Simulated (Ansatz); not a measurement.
# TiSeS monolayer, Janus under uniaxial strain along the armchair direction, normal to a, with the width clamped, part 2 of 2

Wanted: the shifts of the zone-centre modes of TiSeS monolayer, Janus with strain.

Ansatz 0.2.0; DFT PBEsol, scalar-relativistic, plane waves, PAW; PAW set soft_1.

So far, highest optical mode at the zone centre (no LO-TO term) (cm⁻¹): step 5 (modes at rest) 371; step 7 (strain 5 %) 350.

## Step 8: Relaxation of a member: uniaxial strain of -3 % along the armchair direction, normal to a, with the width clamped

The cell takes a uniaxial strain of -3 % along the armchair direction, normal to a, with the width clamped. The cell is held, and the atoms relax in it.

File input.yaml:

```yaml
crystal:
  lattice:
    - [3.4099453813, 0.0, 0.0]
    - [-1.7049726907, 2.8645063459, 0.0]
    - [0.0, 0.0, 30.0]
  atoms:
    - { symbol: Ti, position: [-0.0006912981, -0.0013825962, 0.3352833076] }
    - { symbol: S, position: [0.3351797501, 0.6703595002, 0.3806782206] }
    - { symbol: Se, position: [0.665511548, 0.331023096, 0.2807051385] }
  periodic: [true, true, false]
kpoints:
  mp_grid: { grid: [15, 15, 1] }
hamiltonian:
  xc: pbesol
  pseudopotentials: { kind: paw, azcp: { folder: soft_1 }, xc_functional: pbe }
scf:
  occupations: { method: methfessel_paxton, width: 0.2 }
output:
  forces: true
  stress: true
  eigenvalues: true
relax:
  adjacent_minimum: "off"
  f_tol: 0.001
  max_steps: 60
```

Command:

```bash
$ ansatz run input.yaml --threads 8 --pin off --max-ram 16384MiB --backend cpu --events-out ev --progress --plain --runs-dir out
```

Run time: 22 s. Hardware: 8 threads of INTEL XEON PLATINUM 8581C at 2.10GHz (Emerald Rapids), shared host; peak memory 1 GiB.

Relaxation path:

```
step  energy less that of the first step (eV)  largest force component (eV/Å)
   1                                   0.0000                          0.1012
   2                                  -0.0008                          0.0491
   3                                  -0.0009                          0.0118
   4                                  -0.0009                          0.0079
   5                                  -0.0010                          0.0011
   6                                  -0.0010                          0.0000
```

Forces are held to the 2 operations that the run works with; a distortion that breaks them can't arise in this run.

Final coordinates:

```xyz
3
Lattice="3.4099 0.0000 0.0000 -1.7050 2.8645 0.0000 0.0000 0.0000 30.0000" Properties=species:S:1:pos:R:3
Ti    0.0000   -0.0060   10.0582
S     0.0000    1.9261   11.4283
Se    1.7050    0.9444    8.4134
```

Numbers from this step:

| Item | Value |
| --- | --- |
| area per atom | 3.256 Å² |

The largest force component left is 0.029 meV/Å.

## Step 9: Modes of this member: uniaxial strain of -3 % along the armchair direction, normal to a, with the width clamped

The zone-centre modes follow for uniaxial strain of -3 % along the armchair direction, normal to a, with the width clamped.

input.yaml, the sections that differ from step 8:

```yaml
crystal:
  lattice:
    - [3.4099453813, 0.0, 0.0]
    - [-1.7049726907, 2.8645063459, 0.0]
    - [0.0, 0.0, 30.0]
  atoms:
    - { symbol: Ti, position: [-0.0010478751, -0.0020957501, 0.3352742092] }
    - { symbol: S, position: [0.3362086034, 0.6724172067, 0.3809443688] }
    - { symbol: Se, position: [0.6648392717, 0.3296785434, 0.2804480887] }
  periodic: [true, true, false]
output:
  eigenvalues: true
phonons:
  method: dfpt
# kpoints, hamiltonian, scf: as in step 8
# relax: removed
```

It took 49 s on 8 threads; peak memory 1.9 GiB.

This step gave:

```
sum-rule residual before enforcement                    : 7.59e-5 eV/Å²
highest optical mode at the zone centre (no LO-TO term) : 384.4 cm⁻¹
lowest optical zone-centre mode                         : 130 cm⁻¹
```

Patterns of degenerate modes are one choice out of their space. Modes at Γ, with each element's share of the kinetic energy:

```
mode  frequency (cm⁻¹)  symmetry  Ti %  S %  Se %
   1               0.0  acoustic    30   20    50
   2               0.0  acoustic    30   20    50
   3               0.0  acoustic    30   20    50
   4             130.0        A'    48    5    47
   5             131.3       A''    46    6    48
   6             234.8        A'    22   75     3
   7             239.2       A''    24   73     3
   8             249.7        A'    15   37    48
   9             384.4        A'    55   42     3
```

The lowest optical mode is real, 130 cm⁻¹, and the highest lies at 384.4 cm⁻¹.

Between step 5 and this run (strain -3 %) the value for the highest optical mode at the zone centre (no LO-TO term) moves from 371 cm⁻¹ to 384 cm⁻¹ (+4 %).

## Step 10: The series together

The members are set side by side, also those not shown above.

Energies are extrapolated to zero smearing, and E0 is that at rest; the cell is clamped and the atoms are relaxed; all runs use 15×15×1 k points and Methfessel-Paxton smearing of 0.2 eV. State of the crystal along the series:

```
strain (%)  E - E0 (meV/atom)
        -3              6.577
        -2              2.871
        -1             0.7043
         0                  0
         1             0.6819
         2              2.704
         3              6.057
         4              10.75
         5              16.74
```

Optical modes are counted from below at rest and tracked from member to member by their patterns, and modes that stay within 0.3 cm⁻¹ of each other stand once; labels, where given, are those at rest, then, where named, those of the strained cell; the cell is clamped and the atoms are relaxed; all runs use 15×15×1 k points and Methfessel-Paxton smearing of 0.2 eV. Optical modes along the series:

```
strain (%)  optical mode 1 E to A'' single part (cm⁻¹)  optical mode 2 E to A' single part (cm⁻¹)  optical mode 3 E to A'' single part (cm⁻¹)  optical mode 4 E to A' single part (cm⁻¹)  optical mode 5 A1 to A' (cm⁻¹)  optical mode 6 A1 to A' (cm⁻¹)
        -3                                       131.3                                        130                                       239.2                                      234.8                           249.7                           384.4
        -2                                       128.2                                      127.7                                       235.4                                      232.9                           248.5                           379.9
        -1                                       126.6                                        126                                       232.8                                      231.6                             247                           375.4
         0                                         126                                        126                                       231.3                                      231.3                           245.4                           370.9
         1                                       126.1                                        128                                       230.6                                      232.1                           244.3                           366.4
         2                                       126.8                                      130.9                                       230.2                                      233.4                           243.5                             362
         3                                       127.5                                      133.2                                         230                                      234.1                             243                           357.9
         4                                       127.3                                      132.7                                       229.2                                      232.5                           242.2                           353.8
         5                                       124.7                                      128.1                                       227.3                                      228.3                           240.8                           349.8
```

Value and slope at zero strain of a cubic (a lower polynomial where under five rows exist) through the rows within 2 % of rest. Slopes at rest:

```
                               mode  frequency (cm⁻¹)  shift per percent of strain (cm⁻¹)
optical mode 1 E to A'' single part               126                               -0.18
 optical mode 2 E to A' single part             126.1                                1.07
optical mode 3 E to A'' single part             231.3                               -1.08
 optical mode 4 E to A' single part             231.4                                0.31
            optical mode 5 A1 to A'             245.5                               -1.38
            optical mode 6 A1 to A'             370.9                               -4.51
```

## Step 11: What came out

```json
{"members": "9", "highest optical mode at the zone centre (no LO-TO term), at rest": "370.9 cm⁻¹", "optical mode 3 E to A'' single part, shift per percent": "-1.08 cm⁻¹", "optical mode 4 E to A' single part, shift per percent": "0.31 cm⁻¹", "optical mode 5 A1 to A', shift per percent": "-1.38 cm⁻¹", "optical mode 6 A1 to A', shift per percent": "-4.51 cm⁻¹"}
```

**Reading.** The strain lowers the symmetry: the level at 231.3 cm⁻¹ splits, into 227.3 and 228.3 cm⁻¹ at +5 %. Within 2 % of rest several modes bend away from a straight line, so single slopes hold only near rest. The fastest shift in the table of slopes is -4.5 cm⁻¹ for each percent (optical mode 6 A1 to A'). The width is clamped, so the contraction across the strain that a free sheet shows is left out. These are harmonic frequencies at zero temperature: anharmonic shifts, linewidths and thermal expansion are left out. With no gap, or one that is small against the smearing, the frequencies hang on the k mesh and the smearing, most of all near Kohn anomalies. A semilocal functional can close a gap that the real compound would have, so the metallic treatment may be an artefact of the level. The starting cell was built on a prototype and not taken from a measurement. The PAW files were made for PBE; the program adapts parts of them to the functional of the run, but their partial waves stay those of PBE, an approximation that was not tested in this session. Only the zone centre was solved, so an instability at another wavevector cannot show here.

[Logs are printed without paths, hosts, clocks, repeated set-up lines and the standing remarks that a program may print on its own settings, such as how far it seeks lower states.]

[Hosts, paths, dates, database ids (printed as entryN), source tags and the programs' standing remarks are cut or masked in the printed files.]
